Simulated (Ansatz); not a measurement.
**Hf2NOS MXene monolayer in a perpendicular field**

What dipole does a perpendicular field induce in the Hf2NOS MXene monolayer? A positive field points along +c.

Main program and level: Ansatz 0.2.0; plane-wave DFT, PBE-D3(BJ), Ansatz PAW.

This is a report of a sequence of runs, with most program output left out.

## 1. The starting structure

The cell holds 5 atoms: 1 S, 2 Hf, 1 N and 1 O. Cell: a = 3.217 Å, b = 3.217 Å, c = 42.237 Å, α = 90.0°, β = 90.0°, γ = 120.0°. Vacuum lies along c.

## 2. Relaxation

The starting cell is a guess, so the in-plane lattice and the atoms are relaxed first, with the slab cut off from its images along the normal.

Contents of input.yaml:

```yaml
crystal:
  lattice:
    - [3.2175, 0.0, 0.0]
    - [-1.60875, 2.7864367367, 0.0]
    - [0.0, 0.0, 42.2365260438]
  atoms:
    - { symbol: S, position: [0.3333333333, 0.6666666667, 0.4332742703] }
    - { symbol: Hf, position: [0.6666666667, 0.3333333333, 0.4771861427], spin: 1.0 }
    - { symbol: "N", position: [0.0, 0.0, 0.5072440073] }
    - { symbol: Hf, position: [0.3333333333, 0.6666666667, 0.5373018718], spin: 1.0 }
    - { symbol: O, position: [0.6666666667, 0.3333333333, 0.5667257297] }
  periodic: [true, true, false]
magnetization:
  spin_polarized: true
kpoints:
  mp_grid: { grid: [12, 12, 1] }
hamiltonian:
  xc: pbe
  dispersion: d3bj
scf:
  occupations: { method: fermi_dirac, width: 0.05 }
  convergence: { dr2_threshold: 1.0e-09 }
relax:
  f_tol: 0.004
  max_steps: 90
  cell: {}
output:
  write_potential: true
  write_density: true
  volumetric_format: npy
```

On the command line:

```bash
$ ansatz run input.yaml --threads 2 --pin off --max-ram 3072MiB --backend cpu --events-out ev --progress --plain --runs-dir out
```

Run time: 15 min. Hardware: 2 threads of Intel Xeon at 2.50GHz (Skylake/Cascade Lake), shared host; peak memory 0.98 GiB.

Relaxation path:

| step | energy less that of the first step (eV) | largest force component (eV/Å) | volume (Å³) |
| --- | --- | --- | --- |
| 1 | 0.0000 | 4.0069 | 378.67 |
| 2 | -0.7738 | 1.7315 | 383.60 |
| 3 | -0.7342 | 1.3413 | 409.16 |
| 4 | -0.8929 | 0.2566 | 395.24 |
| 5 | -0.8951 | 0.0877 | 395.59 |
| 6 | -0.8956 | 0.0023 | 395.32 |
| 7* | -0.9046 | 0.0029 | 395.32 |
| 8 | -0.9044 | 0.0053 | 395.78 |
| 9 | -0.9044 | 0.0256 | 395.74 |
| 10 | -0.9044 | 0.0001 | 395.74 |
| 11* | -0.9046 | 0.0001 | 395.74 |

Relaxation steps marked * repeat the geometry before them on a plane-wave basis chosen anew for their cell, so energy and pressure can jump there. Relaxation steps 3, 9 were tried and not accepted.

The run keeps the 6 symmetry operations that it works with, so distortions that break them were not tested.

| cell as run | before | after | change |
| --- | --- | --- | --- |
| a (Å) | 3.217 | 3.289 | +2.2 % |
| b (Å) | 3.217 | 3.289 | +2.2 % |

The atoms that moved most (Å, along periodic axes as changes of fractional coordinates times the final cell, across vacuum about the mean position):

| atom | dx | dy | dz | length |
| --- | --- | --- | --- | --- |
| O5 | 0.000 | 0.000 | -0.248 | 0.248 |
| S1 | 0.000 | 0.000 | 0.218 | 0.218 |
| Hf2 | 0.000 | 0.000 | -0.047 | 0.047 |
| Hf4 | 0.000 | 0.000 | 0.042 | 0.042 |
| N3 | 0.000 | 0.000 | 0.034 | 0.034 |

The relaxed structure:

```xyz
5
Lattice="3.2893 0.0000 0.0000 -1.6446 2.8486 0.0000 0.0000 0.0000 42.2365" Properties=species:S:1:pos:R:3
S     0.0000    1.8991   18.5184
Hf    1.6446    0.9495   20.1078
N     0.0000    0.0000   21.4579
Hf    0.0000    1.8991   22.7363
O     1.6446    0.9495   23.6889
```

This step gave:

```
energy at zero smearing : -33304.9897 eV
```

The lattice constant a goes from 3.217 to 3.289 Å.

## 3. Atoms held, field 0, start network

A sawtooth potential applies the field, turning back in the middle of the vacuum. With the dipole correction the typed value is the field outside the slab. The induced dipole is small, so the SCF threshold is tight.

The cell differs from the one that the last finished run ended in (c 42.237 → 23.171 Å).

Contents of input.yaml:

```yaml
crystal:
  lattice:
    - [3.2892523789, 0.0, 0.0]
    - [-1.6446261894, 2.8485761196, 0.0]
    - [0.0, 0.0, 23.1705263029]
  atoms:
    - { symbol: S, position: [0.3333333333, 0.6666666667, 0.3884244959] }
    - { symbol: Hf, position: [0.6666666667, 0.3333333333, 0.4570234297] }
    - { symbol: "N", position: [0.0, 0.0, 0.5152890746] }
    - { symbol: Hf, position: [0.3333333333, 0.6666666667, 0.5704616482] }
    - { symbol: O, position: [0.6666666667, 0.3333333333, 0.6115755041] }
kpoints:
  mp_grid: { grid: [18, 18, 1] }
  band_path:
    path: [[0, 0, 0], [0.5, 0, 0], [0.33333333, 0.33333333, 0], [0, 0, 0]]
    npoints: 16
hamiltonian:
  xc: pbe
  dispersion: d3bj
scf:
  occupations: { method: fermi_dirac, width: 0.02585 }
  convergence: { dr2_threshold: 1.0e-10 }
efield:
  axis: 3
  dipole_correction: true
  ramp_position: 0.97
  ramp_width: 0.06
  amplitude: 0
output:
  dos: { projected: true, e_range: [-6, 5] }
  write_potential: true
  write_density: true
  volumetric_format: npy
  elf: true
```

The job ended after 60 s (2 threads; peak memory 0.7 GiB; 1.9 min of CPU time).

This step gave:

- energy at zero smearing: -33304.9962 eV
- work function, upper face: 4.407 eV
- work function, lower face: 5.419 eV
- dipole along the normal: 0.05240 e·Å
- step between the vacuum levels: -1.012 eV

Running mean over a fixed 2.8 Å (it still follows the layers) of the planar mean; the ramp of the sawtooth is left out. The electron's electrostatic potential energy less the Fermi level by z:

z (Å), electron's electrostatic potential energy less the Fermi level (eV) and a bar from the least value:
```
      3.0        5.4 ##############################
      3.5        5.4 ##############################
      4.0        5.4 ##############################
      4.5        5.4 ##############################
      5.0        5.4 ##############################
      5.5        5.4 ##############################
      6.0        5.4 ##############################
      6.5        5.3 ##############################
      7.0        4.7 #############################
      7.5        2.9 #########################
      8.0        0.6 #####################
      8.5       -1.6 #################
      9.0       -4.4 ############
      9.5       -7.6 ######
     10.0       -9.2 ###
     10.5       -9.4 ###
     11.0       -9.8 ##
     11.5      -10.2 #
     12.0      -10.5 #
     12.5      -10.7 #
     13.0      -11.0 
     13.5       -9.7 ##
     14.0       -7.5 ######
     14.5       -4.4 ############
     15.0       -1.1 ##################
     15.5        2.0 ########################
     16.0        3.8 ###########################
     16.5        4.3 ############################
     17.0        4.4 ############################
     17.5        4.4 ############################
     18.0        4.4 ############################
     18.5        4.4 ############################
     19.0        4.4 ############################
     19.5        4.4 ############################
     20.0        4.4 ############################
```

The density of states has structure finer than the step of the table below, so its rows give means over 0.2 eV, whole bins alone (the curve runs from -6 to 1.99 eV). Peaks (eV: height): -5.31: 9.45, -4.70: 7.13, -4.59: 7.70, -4.46: 12.2, -4.40: 8.98, -4.10: 12.1, -2.86: 8.21.

The density of states by energy, zero at the Fermi level; means over each step:

| energy (eV) | density of states (states/eV a cell) |
| --- | --- |
| -5.8 | 3.65 |
| -5.6 | 3.44 |
| -5.4 | 3.78 |
| -5.2 | 5.23 |
| -5.0 | 1.52 |
| -4.8 | 3.78 |
| -4.6 | 5.38 |
| -4.4 | 7.33 |
| -4.2 | 5.92 |
| -4.0 | 3.28 |
| -3.8 | 1.90 |
| -3.6 | 0.630 |
| -3.4 | 1.52 |
| -3.2 | 1.82 |
| -3.0 | 3.15 |
| -2.8 | 3.68 |
| -2.6 | 1.68 |
| -2.4 | 1.62 |
| -2.2 | 1.70 |
| -2.0 | 2.23 |
| -1.8 | 1.81 |
| -1.6 | 1.04 |
| -1.4 | 0.655 |
| -1.2 | 0.366 |
| -1.0 | 0.463 |
| -0.8 | 0.881 |
| -0.6 | 0.926 |
| -0.4 | 1.02 |
| -0.2 | 1.10 |
| 0.0 | 1.22 |
| 0.2 | 1.57 |
| 0.4 | 1.38 |
| 0.6 | 0.831 |
| 0.8 | 1.40 |
| 1.0 | 1.69 |
| 1.2 | 1.32 |
| 1.4 | 1.34 |
| 1.6 | 1.66 |
| 1.8 | 2.99 |

Projected DOS per atom over height of the atomic layer and energy from the Fermi level. Layers: S Hf N Hf O from below.

Ten even steps from '_' (0.01 states/eV) to '@' (2.17 states/eV), each cell a mean:
```
__--..++__
__::__::__
__::__::__
__..__..__
__::__::__
__::__..__
__..__..__
__..______
__________
::________
++..______
++..______
++..______
@@::::__..
==..______
::..______
==::++__++
====##..@@
--::--..%%
..::==..==
__..++::++
__..--==@@
```
Columns: height of the atomic layer (Å) from 9 to 14.2 (not evenly spaced); rows upwards: energy from the Fermi level (eV) from -5.96 to 1.96.

Electronic bands along the path, in eV, zero at the Fermi level:

| point | band 31 | band 32 | band 33 | band 34 | band 35 | band 36 | band 37 | band 38 |
| --- | --- | --- | --- | --- | --- | --- | --- | --- |
| Γ | -3.94 | -2.86 | -1.10 | -1.10 | 0.68 | 0.71 | 0.71 | 1.82 |
| halfway | -4.18 | -3.83 | -2.56 | -1.69 | -0.45 | 1.76 | 2.07 | 2.29 |
| M | -4.38 | -4.26 | -2.82 | -1.88 | -1.05 | 1.78 | 2.88 | 3.56 |
| halfway | -4.64 | -4.07 | -3.28 | -2.62 | -0.01 | 2.27 | 2.33 | 3.00 |
| K | -4.59 | -4.45 | -3.53 | -3.03 | 1.25 | 1.53 | 2.19 | 3.17 |
| halfway | -4.26 | -3.78 | -2.85 | -2.14 | 0.47 | 0.67 | 2.61 | 2.81 |
| Γ | -3.94 | -2.86 | -1.10 | -1.10 | 0.68 | 0.71 | 0.71 | 1.82 |

Electrostatic potential energy in the ca plane at fractional y = 0.333, with atoms of Hf and O within 0.2 Å of it. With pseudopotentials it is smooth inside the atoms' cores, unlike the true potential.

Ten even steps from '0' (-37 eV) to '9' (7 eV), each cell a mean:
```
99999999999999999999886423578877777899999999
99999999999999999999974000268888731389999999
99999999999999999999872000057888600079999999
99999999999999999999973000158888610189999999
99999999999999999999985201478887764799999999
99999999999999999998887655788876678999999999
99999999999999999998788878888765568899999999
99999999999999999997788888888764467899999999
99999999999999999998888777788765678999999999
```
Columns run along c (16.0 Å, from fractional 0.08 to 0.77 of the cell; values clipped at the 3rd and 97th percentile), rows up along a (3.3 Å). Atoms in or near the plane, at fractional coordinates: Hf at (0.46, 0.67), O at (0.61, 0.67).

Valence density in the ca plane at fractional y = 0.333, with atoms of Hf and O within 0.2 Å of it. It is the smooth field of the valence electrons, not physical close to the nuclei.

Ten steps, logarithmic in the rise over the least value, from '0' (0 e/Å³) to '9' (29 e/Å³), each cell a mean:
```
00000000000000000001112344211111122210000000
00000000000000000000013687521001245420000000
00000000000000000000014899621001366530000000
00000000000000000000014798621001356520000000
00000000000000000000112566311101234310000000
00000000000000000001111222111111111100000000
00000000000000000011221111112122210000000000
00000000000000000012221111112222210000000000
00000000000000000011111111111112211000000000
```
Columns run along c (16.0 Å, from fractional 0.08 to 0.77 of the cell), rows up along a (3.3 Å). Atoms in or near the plane, at fractional coordinates: Hf at (0.46, 0.67), O at (0.61, 0.67).

ELF in the ca plane at fractional y = 0.333, with atoms of Hf and O within 0.2 Å of it. It is the smooth field of the valence electrons, not physical close to the nuclei.

Ten even steps from '0' (0.00) to '9' (0.83), each cell a mean:
```
00000000000012466424652233113688741000000000
00000000000000122148996112137999963100000000
00000000000000011169998211148758974100000000
00000000000000111159997211148879973100000000
00000000000001344336874122115899852000000000
00000000000124678632321353111356421000000000
00000000000247899863113664222111100000000000
00000000000257999974224774233100000000000000
00000000000136899852112563111123210000000000
```
Columns run along c (16.0 Å, from fractional 0.14 to 0.83 of the cell), rows up along a (3.3 Å). Atoms in or near the plane, at fractional coordinates: Hf at (0.46, 0.67), O at (0.61, 0.67).

The work function of the upper face is 4.41 eV.

## 4. Single point, field 0.1 V/Å

Changes to input.yaml since step 3:

```diff
@@ -25,7 +25,6 @@
   dipole_correction: true
-  ramp_position: 0.97
-  ramp_width: 0.06
-  amplitude: 0
+  ramp_position: 0.9353
+  ramp_width: 0.1295
+  amplitude: 0.1
 output:
-  dos: { projected: true, e_range: [-6, 5] }
   write_potential: true
@@ -33,2 +32 @@
   volumetric_format: npy
-  elf: true
```

Elapsed: 66 s, on 2 threads; peak memory 0.69 GiB.

The dipole is 0.0863 e·Å, 0.0339 e·Å from its value without field.

## 5. Atoms held, field -0.1 V/Å

Changes to input.yaml since step 4:

```diff
@@ -27,3 +27,3 @@
   ramp_width: 0.1295
-  amplitude: 0.1
+  amplitude: -0.1
 output:
```

Run time: 73 s. Hardware: 2 threads; peak memory 0.68 GiB; 2.4 min of CPU time.

The dipole is 0.0185 e·Å, -0.0339 e·Å from its value without field.

## 6. Response, atoms held

This step: plane-wave DFT, PBE-D3(BJ), Ansatz PAW; response to a field along the normal, atoms held (Ansatz 0.2.0).

The dipoles give the slope, and the difference of two potentials shows where the field is screened.

This step gave:

* equivalent conductor thickness p/(ε₀AE): 6.549 Å
* distance between the outer atoms: 5.171 Å

Dipole of the cell against applied field:

| applied field (V/Å) | dipole of the cell (e·Å) |
| --- | --- |
| -0.1000 | 0.0185 |
| 0.0000 | 0.0524 |
| 0.1000 | 0.0863 |

Local field over the applied field, running mean. From the potentials at -0.1 and 0.1 V/Å; running mean over 2.5 Å. Local field over applied field against z:

| z (Å) | local field over applied field |
| --- | --- |
| 4.5 | 0.999 |
| 5.0 | 0.998 |
| 5.5 | 0.993 |
| 6.0 | 0.978 |
| 6.5 | 0.936 |
| 7.0 | 0.839 |
| 7.5 | 0.684 |
| 8.0 | 0.505 |
| 8.5 | 0.325 |
| 9.0 | 0.172 |
| 9.5 | 0.0813 |
| 10.0 | 0.0491 |
| 10.5 | 0.0378 |
| 11.0 | 0.0389 |
| 11.5 | 0.0471 |
| 12.0 | 0.0522 |
| 12.5 | 0.0581 |
| 13.0 | 0.0894 |
| 13.5 | 0.156 |
| 14.0 | 0.270 |
| 14.5 | 0.423 |
| 15.0 | 0.596 |
| 15.5 | 0.757 |
| 16.0 | 0.883 |
| 16.5 | 0.957 |
| 17.0 | 0.986 |
| 17.5 | 0.996 |
| 18.0 | 0.999 |
| 18.5 | 1.000 |
| 19.0 | 1.000 |

Electrons, planar mean, per unit field. The induced electron density by z:

| z (Å) | induced electron density (e/Å³ per V/Å) |
| --- | --- |
| 4.5 | 2.2e-6 |
| 5.0 | 8.0e-6 |
| 5.5 | 2.8e-5 |
| 6.0 | 9.5e-5 |
| 6.5 | 3.0e-4 |
| 7.0 | 8.7e-4 |
| 7.5 | 0.00219 |
| 8.0 | 0.00378 |
| 8.5 | 0.00257 |
| 9.0 | 6.5e-4 |
| 9.5 | 5.4e-4 |
| 10.0 | -5.8e-4 |
| 10.5 | -1.4e-4 |
| 11.0 | 2.5e-4 |
| 11.5 | 2.9e-4 |
| 12.0 | -1.7e-4 |
| 12.5 | -6.7e-4 |
| 13.0 | 1.7e-4 |
| 13.5 | -1.0e-4 |
| 14.0 | -0.00204 |
| 14.5 | -0.00237 |
| 15.0 | -0.00324 |
| 15.5 | -0.00160 |
| 16.0 | -5.9e-4 |
| 16.5 | -1.9e-4 |
| 17.0 | -5.8e-5 |
| 17.5 | -1.7e-5 |
| 18.0 | -4.7e-6 |
| 18.5 | -1.3e-6 |
| 19.0 | -3.6e-7 |

By hand: between -0.1 and 0.1 V/Å the dipole changes by 0.06782 e·Å, a slope of 0.3391 e·Å²/V. A perfect conductor of thickness t has p = ε₀AEt, so t = 180.95 × 0.3391 / 9.370 = 6.55 Å (e/ε₀ = 180.95 V·Å, A in Å²).

The induced dipole is that of a conductor 6.55 Å thick.

## 7. Outcome

```yaml
gap_without_field: none
work_function_upper_face: 4.41 eV
step_between_the_vacuum_levels: -1.01 eV
equivalent_conductor_thickness_atoms_held: 6.55 Å
```

The induced dipole equals that of a perfect conductor 6.55 Å thick, while the outer atoms lie 5.17 Å apart. The two faces differ: the vacuum level above lies 1.01 eV lower than the one below. There is no gap over 0.03 eV, with or without the field. The first relaxation ran with spin and lost its moment, and the later runs have none; other magnetic states were not tried. Spin-orbit coupling is left out, which matters for the bands of elements this heavy. The MXene's terminations sit over the metal atoms of its far layer; the site over carbon or nitrogen, which some compounds prefer, was not run.

[Logs are printed without paths, hosts, clocks, repeated set-up lines and the standing remarks that a program may print on its own settings, such as how far it seeks lower states.]

[Hosts, paths, dates, database ids (printed as entryN), source tags and the programs' standing remarks are cut or masked in the printed files.]

[Maps of the electrostatic potential energy from Ansatz leave out the sawtooth potential of an applied field or a dipole correction, so their vacuum need not be flat; planar profiles and work functions include it.]

[The density of states shown here was stored with 400 of the rows of the run's finer table, so its peaks can read low, often by over a quarter, or be missed, and its means over a window can be off by a tenth or more.]
